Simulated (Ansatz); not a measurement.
# BiAs (model cell, started as CsCl type): following an unstable mode, part 2 of 3

Wanted: the energy along a soft mode of BiAs (model cell, started as CsCl type) and the structure at the end.

Ansatz 0.2.0; DFT PBEsol, scalar-relativistic, plane waves, PAW.

So far, highest frequency on the path or at a solved wavevector (cm⁻¹): step 2 (response at finite wavevector) 118. Also lowest frequency on the path (cm⁻¹): step 2 -81.6.

The structure was built from a prototype and need not be the compound's stable phase.

## (4) The mode frozen in, largest atomic shift 0.22 Å

The atoms are moved along the unstable eigenvector, the largest shift by 0.22 Å, with the cell fixed.

input.yaml reads:

```yaml
crystal:
  lattice:
    - [-3.6289249598, 0.0, 0.0]
    - [0.0, 0.0, -7.2578499196]
    - [0.0, -7.2578499196, -3.6289249598]
  atoms:
    - { symbol: Bi, position: [1.0, 0.25, 0.5] }
    - { symbol: Bi, position: [1.0, 0.75, 0.5] }
    - { symbol: Bi, position: [1.0, 0.0, 1.0] }
    - { symbol: Bi, position: [1.0, 0.5, 1.0] }
    - { symbol: As, position: [0.5606240147, 0.625, 0.25] }
    - { symbol: As, position: [0.4393759853, 0.125, 0.25] }
    - { symbol: As, position: [0.4393759853, 0.375, 0.75] }
    - { symbol: As, position: [0.5606240147, 0.875, 0.75] }
kpoints:
  mp_grid: { grid: [8, 6, 6] }
hamiltonian:
  xc: pbesol
scf:
  occupations: { method: methfessel_paxton, width: 0.15 }
output:
  forces: true
  stress: true
  eigenvalues: true
```

Run with:

```bash
ansatz run input.yaml --threads 4 --pin off --max-ram 7168MiB --backend cpu --events-out ev --progress --plain --runs-dir out
```

Numbers of over 12 decimals in the logs are rounded to 6 here.

Log:

```text
[...]
Crystal: 8 atoms, lattice volume = 191.159 Å³
Basis set: ecut = 420 eV, 3697 PW (Γ), exchange–correlation on 50×100×120 points (8 copies of the dense FFT grid, shifted against one another)
Bands: 72, of which v1, the nominal top of the filled ones, is band 60 counted from 1 (59 counted from 0)
Symmetry: 8 space group operations
[...]
k-points: 65 of 288
[...]
k-point 0: bands = [... 56 lower, 12.2576, 12.6779, 12.9121, 12.9996, 13.2665, 13.9829, 14.1028, 14.8420, ... 8 higher]
  k-point 1: bands = [... 56 lower, 12.3061, 12.5612, 12.8968, 13.0773, 13.3653, 13.9666, 14.4203, 14.7048, ... 8 higher]
  k-point 2: bands = [... 56 lower, 11.7043, 11.9983, 12.9368, 13.3185, 13.4646, 14.2328, 14.2912, 14.5995, ... 8 higher]
  k-point 64: bands = [... 56 lower, 10.7842, 10.8169, 11.1453, 11.4503, 11.7443, 12.0769, 13.2078, 13.4056, ... 8 higher]
[key lines of the parts left out:]
SCF converged after 7 iterations
Free energy (F): -68218.495927 eV
Fermi energy:    12.554514 eV
P = ⅓ Tr σ = 0.9388 GPa (9.388 kbar)
```

Run time: 9.7 s. Hardware: 4 threads of Arm Neoverse V2, shared host; peak memory 0.99 GiB; 38 s of CPU time.

This step gave:

```yaml
pressure: 0.9388 GPa
energy_from_the_undistorted_cell: -5.522 meV/atom
```

The energy, extrapolated to zero smearing, is -5.52 meV/atom against the undistorted cell.

The run ends at a pressure of 0.94 GPa, with forces up to 0.14 eV/Å.

## (5) Energy along the mode, all amplitudes (two of the runs are shown above)

An imaginary frequency means negative curvature, so the energy should fall and then rise again as anharmonic terms take over.

This step gave:

- depth at the lowest point sampled: 5.522 meV/atom
- largest atomic shift at that point: 0.22 Å

The energy from the parent by largest atomic shift:

```
largest atomic shift (Å)  energy from the parent (meV/atom)
                   0.000                                  0
                   0.040                             -0.519
                   0.080                              -1.82
                   0.140                              -4.22
                   0.220                              -5.52
                   0.320                             -0.236
                   0.450                               22.8
```

Displacement at unit largest shift by atom:

```
atom  x (Å)  y (Å)  z (Å)  size
 Bi1   0.00   0.00   0.00  0.00
 Bi2   0.00   0.00   0.00  0.00
 Bi3   0.00   0.00   0.00  0.00
 Bi4   0.00   0.00   0.00  0.00
 As5  -1.00   0.00   0.00  1.00
 As6   1.00   0.00   0.00  1.00
 As7   1.00   0.00   0.00  1.00
 As8  -1.00   0.00   0.00  1.00
```

The lowest of the steps tried is at 0.22 Å, 5.52 meV/atom below the parent; the bottom of the well need not coincide with a step.

## (6) Relaxing from the distorted cell

Starting from the lowest point found, all atoms and the cell are let go, so that strain and other modes of the same symmetry can join in.

Changes to input.yaml since step 4:

```diff
@@ -24 +24,6 @@
   eigenvalues: true
+relax:
+  adjacent_minimum: "off"
+  f_tol: 0.002
+  max_steps: 120
+  cell: { stress_tol: 0.03 }
```

Log:

```text
[...]
Crystal: 8 atoms, lattice volume = 191.159 Å³
Basis set: ecut = 420 eV, 3697 PW (Γ), exchange–correlation on 50×100×120 points (8 copies of the dense FFT grid, shifted against one another)
Bands: 72, of which v1, the nominal top of the filled ones, is band 60 counted from 1 (59 counted from 0)
Symmetry: 8 space group operations
[...]
k-points: 65 of 288
[...]
SCF iter   1: F=—  HF=-68218.510643 eV  |F-HF|=—  |Δ(HF+E_count)|=         —  Δρ=3.27e-3  dr2=4.12e-2  ethr=1.77e-3  ⟨swp⟩=7.6  Hψ=17874  notcnv=0
[...]
SCF iter   7: F=-68218.495927 eV  HF=-68218.495927 eV  |F-HF|=4.26e-8  |Δ(HF+E_count)|=   5.40e-8  S|Δr|=    0.00e0  Δρ=6.09e-6  dr2=6.13e-8  ethr=8.33e-11  ⟨swp⟩=7.9  Hψ=21513  notcnv=0
SCF 1 converged in 7 iterations: F = -68218.495927 eV  dr2 = 6.13e-8
[...]
relax step   1: F+E_penalty+E_count = -68218.49592712 eV  Δ(F+E_penalty+E_count) = +0.000e0 eV  max|allowed force component| = 1.355e-1 eV/Å  Δτ_max = 0.0000 Å  P = +0.939 GPa  Ω = 191.159 Å³  (7 SCF iters, dr2 threshold 1.00e-7 eV, accepted)
Crystal: 8 atoms, lattice volume = 195.884 Å³
Basis set: ecut = 420 eV, 3797 PW (Γ), exchange–correlation on 50×100×120 points (8 copies of the dense FFT grid, shifted against one another)
[...]
SCF iter   6: F=-68218.518313 eV  HF=-68218.518313 eV  |F-HF|=4.75e-8  |Δ(HF+E_count)|=   2.22e-7  S|Δr|=    0.00e0  Δρ=3.67e-6  dr2=6.94e-8  ethr=6.67e-10  ⟨swp⟩=5.3  Hψ=17166  notcnv=0
SCF 2 converged in 6 iterations: F = -68218.518313 eV  dr2 = 6.94e-8
relax step   2: F+E_penalty+E_count = -68218.51831298 eV  Δ(F+E_penalty+E_count) = -2.239e-2 eV  max|allowed force component| = 1.045e-1 eV/Å  Δτ_max = 0.0389 Å  P = -0.763 GPa  Ω = 195.884 Å³  energy of the carried Pulay correction = -9.570e-4 eV  (6 SCF iters, dr2 threshold 8.00e-7 eV, accepted)
Crystal: 8 atoms, lattice volume = 194.353 Å³
Basis set: ecut = 420 eV, 3759 PW (Γ), exchange–correlation on 50×100×120 points (8 copies of the dense FFT grid, shifted against one another)
[...]
SCF iter   5: F=-68218.529470 eV  HF=-68218.529470 eV  |F-HF|=4.67e-8  |Δ(HF+E_count)|=   7.52e-7  S|Δr|=    0.00e0  Δρ=5.96e-6  dr2=1.07e-7  ethr=6.67e-10  ⟨swp⟩=3.3  Hψ=18913  notcnv=0
SCF 3 converged in 5 iterations: F = -68218.529470 eV  dr2 = 1.07e-7
relax step   3: F+E_penalty+E_count = -68218.52947030 eV  Δ(F+E_penalty+E_count) = -1.116e-2 eV  max|allowed force component| = 7.330e-2 eV/Å  Δτ_max = 0.0127 Å  P = -0.086 GPa  Ω = 194.353 Å³  energy of the carried Pulay correction = -6.495e-4 eV  (5 SCF iters, dr2 threshold 8.00e-7 eV, accepted)
[...]
relax step   4: F+E_penalty+E_count = -68218.53583685 eV  Δ(F+E_penalty+E_count) = -6.367e-3 eV  max|allowed force component| = 4.816e-2 eV/Å  Δτ_max = 0.0260 Å  P = -0.170 GPa  Ω = 195.228 Å³  energy of the carried Pulay correction = -8.255e-4 eV  (5 SCF iters, dr2 threshold 3.36e-7 eV, accepted)
[...]
relax step   5: F+E_penalty+E_count = -68218.54140140 eV  Δ(F+E_penalty+E_count) = -5.565e-3 eV  max|allowed force component| = 4.181e-2 eV/Å  Δτ_max = 0.0694 Å  P = +0.286 GPa  Ω = 196.322 Å³  energy of the carried Pulay correction = -1.044e-3 eV  (6 SCF iters, dr2 threshold 3.70e-7 eV, accepted)
[...]
relax step   6: F+E_penalty+E_count = -68218.54330747 eV  Δ(F+E_penalty+E_count) = -1.906e-3 eV  max|allowed force component| = 5.772e-3 eV/Å  Δτ_max = 0.0223 Å  P = +0.003 GPa  Ω = 196.325 Å³  energy of the carried Pulay correction = -1.045e-3 eV  (5 SCF iters, dr2 threshold 4.84e-7 eV, accepted)
[...]
relax step   7: F+E_penalty+E_count = -68218.54339010 eV  Δ(F+E_penalty+E_count) = -8.264e-5 eV  max|allowed force component| = 1.077e-3 eV/Å  Δτ_max = 0.0025 Å  P = +0.019 GPa  Ω = 196.396 Å³  energy of the carried Pulay correction = -1.059e-3 eV  (5 SCF iters, dr2 threshold 5.75e-9 eV, accepted)
[...]
relax step   8: F+E_penalty+E_count = -68218.54338329 eV  Δ(F+E_penalty+E_count) = +6.813e-6 eV  max|allowed force component| = 6.641e-4 eV/Å  Δτ_max = 0.0004 Å  P = -0.000 GPa  Ω = 196.445 Å³  energy of the carried Pulay correction = -1.069e-3 eV  (5 SCF iters, dr2 threshold 3.18e-9 eV, accepted)
Basis set: ecut = 420 eV, 3835 PW (Γ), exchange–correlation on 50×96×120 points (8 copies of the dense FFT grid, shifted against one another)
[...]
SCF iter   6: F=-68218.544491 eV  HF=-68218.544491 eV  |F-HF|=0.00e0  |Δ(HF+E_count)|=    0.00e0  S|Δr|=    0.00e0  Δρ=5.02e-8  dr2=7.49e-12  ethr=1.00e-12  ⟨swp⟩=6.1  Hψ=21835  notcnv=0
SCF 9 converged in 6 iterations: F = -68218.544491 eV  dr2 = 7.49e-12
relax step   9: F+E_penalty+E_count = -68218.54449094 eV  Δ(F+E_penalty+E_count) = -1.108e-3 eV  max|allowed force component| = 6.276e-4 eV/Å  Δτ_max = 0.0000 Å  P = -0.001 GPa  Ω = 196.445 Å³  stress off target by 2.19e-2 GPa  SCF on the basis re-selected at this cell (its energy is not comparable with the rows above)  (6 SCF iters)
basis re-selected at this cell: Δ(F+E_penalty+E_count) = -1.108e-3 eV, ΔP = -0.001 GPa vs the last step (what re-selecting the basis moved, of the pressure what is left beyond the Pulay correction that the steps carried, after the strain that the cell walked since its last selection, with what the two solves' SCF thresholds leave and, on support functions, any second-order correction that the steps lacked; it is no measure of the basis error at this ecutwfc). The dense FFT grid was sized anew with the basis: this SCF ran on 25×48×60 points, the steps before it on 25×50×60, so part of this shift can come from that change (see relax.cell in the input reference). [rest of the remark cut]
SCF converged after 6 iterations
[...]
Free energy (F): -68218.544491 eV
[...]
Internal energy: -68218.544617 eV  (E = F + TS)
E sigma→0 (E₀):  -68218.544522 eV
Entropy (-TS):   0.000126 eV (0.016 meV/atom)
Fermi energy:    12.102075 eV
[...]
--- Forces (eV/Å), atoms counted from 1 ---
  atom   1  Bi    -0.00000000     0.00000000     0.00000000
  atom   2  Bi     0.00000000    -0.00000000     0.00000000
  atom   3  Bi     0.00000000     0.00000000     0.00000000
  atom   4  Bi     0.00000000     0.00000000     0.00000000
  atom   5  As    -0.00062758    -0.00048133     0.00000000
  atom   6  As     0.00062758    -0.00048133     0.00000000
  atom   7  As     0.00062758     0.00048133     0.00000000
  atom   8  As    -0.00062758     0.00048133     0.00000000
  max |Σ_I F_I| component: 7.57e-29 eV/Å
--- Stress (GPa, compression-positive) ---
       -0.017340       0.000000       0.000000
        0.000000       0.021905       0.000000
        0.000000       0.000000      -0.006782
  P = ⅓ Tr σ = -0.0007 GPa (-0.007 kbar)
--- Band table (eV; the first three rows and the last of 65) ---
  k-point 0: bands = [... 56 lower, 11.8125, 12.1389, 12.2315, 12.3073, 12.7875, 12.9065, 13.9637, 14.3677, ... 8 higher]
  k-point 1: bands = [... 56 lower, 11.8347, 11.9924, 12.2154, 12.4659, 12.9048, 12.9334, 14.0068, 14.2243, ... 8 higher]
  k-point 2: bands = [... 56 lower, 11.3284, 11.5317, 12.3388, 12.6416, 12.6484, 13.7432, 13.7628, 13.9829, ... 8 higher]
  k-point 64: bands = [... 56 lower, 10.1588, 10.4584, 10.6503, 10.9695, 11.3803, 11.7442, 12.8608, 12.9652, ... 8 higher]
--- Relaxed structure (8 steps of the walk, 8 accepted, 1 SCFs on fresh bases) ---
  F+E_penalty+E_count = -68218.54449094 eV   max|allowed force component| = 6.276e-4 eV/Å   (the final SCF, on the basis selected at the relaxed cell)
  cell:  # Å, volume = 196.4454 Å³
    - [-3.740091, 0.0, 0.0]
    - [0.0, 0.0, -7.101321]
    - [0.0, -7.396402, -3.550660]
  atoms:
    - { symbol: Bi, position: [1.0, 0.250000, 0.500000] }
    - { symbol: Bi, position: [1.0, 0.75, 0.500000] }
    - { symbol: Bi, position: [1.0, -1.1102230246251565e-16, 1.000000] }
    - { symbol: Bi, position: [1.0, 0.500000, 1.000000] }
    - { symbol: As, position: [0.583382, 0.621298, 0.257403] }
    - { symbol: As, position: [0.416618, 0.121298, 0.257403] }
    - { symbol: As, position: [0.416618, 0.378702, 0.742597] }
    - { symbol: As, position: [0.583382, 0.878702, 0.742597] }
```

Wall time 99 s (4 threads); peak memory 1 GiB.

Relaxation path:

```
step  energy less that of the first step (eV)  largest force component (eV/Å)  pressure (GPa)  volume (Å³)
   1                                   0.0000                          0.1355            0.94       191.16
   2                                  -0.0224                          0.1045           -0.76       195.88
   3                                  -0.0335                          0.0733           -0.09       194.35
   4                                  -0.0399                          0.0482           -0.17       195.23
   5                                  -0.0455                          0.0418            0.29       196.32
   6                                  -0.0474                          0.0058            0.00       196.33
   7                                  -0.0475                          0.0011            0.02       196.40
   8                                  -0.0475                          0.0007            0.00       196.45
  9*                                  -0.0486                          0.0006            0.00       196.45
```

Relaxation steps marked * repeat the geometry before them on a plane-wave basis chosen anew for their cell, so energy and pressure can jump there.

Forces are held to the 8 operations that the run works with; a distortion that breaks them can't arise in this run.

```
conventional cell, symmetrised  before   after  change
                         a (Å)   7.258   7.101  -2.2 %
                         b (Å)  14.516  14.793  +1.9 %
                         c (Å)   3.629   3.740  +3.1 %
              volume (Å³/atom)   23.89   24.56  +2.8 %
```

The atoms that moved most (Å, as changes of fractional coordinates times the final cell):

```
atom      dx      dy     dz  length
 As7   0.085   0.055  0.000   0.101
 As6   0.085  -0.055  0.000   0.101
 As8  -0.085   0.055  0.000   0.101
 As5  -0.085  -0.055  0.000   0.101
```

Numbers from this step:

| Item | Value |
| --- | --- |
| pressure | -7.39e-4 GPa |
| volume per atom | 24.56 Å³ |

The distorted start has space group Cmme; the relaxation ends in Cmme.

## (7) The new phase in its own primitive cell

The relaxed structure is symmetrised, reduced to its primitive cell and relaxed tightly, as its phonons need.

input.yaml reads:

```yaml
crystal:
  lattice:
    - [3.5506603529, -7.3964019022, 0.0]
    - [3.5506603529, 7.3964019022, 0.0]
    - [0.0, 0.0, 3.7400907122]
  atoms:
    - { symbol: Bi, position: [0.75, 0.75, 0.0] }
    - { symbol: Bi, position: [0.25, 0.25, 0.0] }
    - { symbol: Bi, position: [0.0, 0.5, 0.0] }
    - { symbol: Bi, position: [0.5, 0.0, 0.0] }
    - { symbol: As, position: [0.8787015405, 0.1212984595, 0.4166176466] }
    - { symbol: As, position: [0.3787015405, 0.6212984595, 0.5833823534] }
    - { symbol: As, position: [0.1212984595, 0.8787015405, 0.5833823534] }
    - { symbol: As, position: [0.6212984595, 0.3787015405, 0.4166176466] }
kpoints:
  mp_grid: { grid: [6, 6, 8] }
hamiltonian:
  xc: pbesol
scf:
  occupations: { method: methfessel_paxton, width: 0.15 }
output:
  forces: true
  stress: true
  eigenvalues: true
relax:
  adjacent_minimum: "off"
  f_tol: 0.001
  max_steps: 60
  cell: { stress_tol: 0.01 }
```

Log:

```text
[...]
Crystal: 8 atoms, lattice volume = 196.445 Å³
Basis set: ecut = 420 eV, 3835 PW (Γ), exchange–correlation on 120×120×50 points (8 copies of the dense FFT grid, shifted against one another)
Bands: 72, of which v1, the nominal top of the filled ones, is band 60 counted from 1 (59 counted from 0)
Symmetry: 8 space group operations
[...]
k-points: 65 of 288
[...]
- [1.0043211140009317e-19, 0, 3.738704]
  atoms:
    - { symbol: Bi, position: [0.75, 0.75, 0] }
    - { symbol: Bi, position: [0.25, 0.25, 0] }
    - { symbol: Bi, position: [0, 0.5, 0] }
    - { symbol: Bi, position: [0.5, 0, 0] }
    - { symbol: As, position: [0.878715, 0.121285, 0.416528] }
    - { symbol: As, position: [0.378715, 0.621285, 0.583472] }
    - { symbol: As, position: [0.121285, 0.878715, 0.583472] }
    - { symbol: As, position: [0.621285, 0.378715, 0.416528] }
[key lines of the parts left out:]
SCF converged after 6 iterations
Free energy (F): -68218.544500 eV
Fermi energy:    12.102129 eV
P = ⅓ Tr σ = 0.0017 GPa (0.017 kbar)
```

Wall time 42 s (4 threads); peak memory 1.1 GiB.

Little changed from the start: no atom moved by 0.005 Å and no cell edge by 0.1 %.

This step gave:

```
pressure : 0.001710 GPa
```

The largest force component left is 0.58 meV/Å and the pressure is 0.002 GPa, within the tolerances set. The cell now holds 24.56 Å³/atom.

(Part 2 of 3 ends here.)

[Logs are printed without paths, hosts, clocks, repeated set-up lines and the standing remarks that a program may print on its own settings, such as how far it seeks lower states.]

[Hosts, paths, dates, database ids (printed as entryN), source tags and the programs' standing remarks are cut or masked in the printed files.]
